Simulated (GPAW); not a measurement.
Entries from a set of simulations; values are calculated unless marked as measured.

```cif
data_knacl2
_symmetry_space_group_name_H-M 'R-3m:H'
_symmetry_Int_Tables_number 166
_cell_length_a 4.1726
_cell_length_b 4.1726
_cell_length_c 20.8485
_cell_angle_alpha 90.000
_cell_angle_beta 90.000
_cell_angle_gamma 120.000
_cell_volume 314.36
loop_
_atom_site_label
_atom_site_type_symbol
_atom_site_symmetry_multiplicity
_atom_site_Wyckoff_symbol
_atom_site_fract_x
_atom_site_fract_y
_atom_site_fract_z
_atom_site_occupancy
K1 K 3 b 0.66667 0.33333 0.83333 1
Na1 Na 3 a 0.00000 0.00000 0.00000 1
Cl1 Cl 6 c 0.00000 0.00000 0.74047 1
_calc_subject 'KNaCl2 (R-3m): one start, several treatments of the self-energy'
_calc_method 'DFT, LDA, plane waves, PAW (and 3 further levels or steps)'
_calc_program 'GPAW 26.7.0'
_calc_settings_of_one_run 'cutoff 450 eV, GPAW PAW setups 1.2.1 data release, 4×4×4 k-mesh, nbands 180'
_calc_cost '6 runs, 19 min in all on 4 MPI ranks of Arm Neoverse N1, shared host (the runs of this entry)'
_calc_notes 'The cell and positions are those that the Materials Project relaxed with its own functionals (PBE, PBE+U or r2SCAN), kept fixed. Bands and cutoff are finite, so the gap is not at the basis limit. The miss can reach some tenths of an eV and take either sign; the mesh is an error of its own.'
_calc_g0w0_godby_needs_plasmon_pole '7.435 eV'
_calc_one_shot_hse06 '6.452 eV'
_calc_g0w0_extrapolated_in_the_cutoff '7.730 eV'
_calc_one_shot_hartree_fock '13.287 eV'
_calc_g0w0_full_frequency_hilbert_transform '7.413 eV'
_calc_known_limits 'not at the basis limit'
```

[Paths, hosts, dates, memory and timing lines, banners, echoed tables and standing remarks are left out of the program output.]

[Logs are printed without paths, hosts, clocks, repeated set-up lines and the standing remarks that a program may print on its own settings, such as how far it seeks lower states.]

[Runs of the session that timed out or met a known fault of the program may be left out.]

[Hosts, paths, dates, database ids (printed as entryN), source tags and the programs' standing remarks are cut or masked in the printed files.]
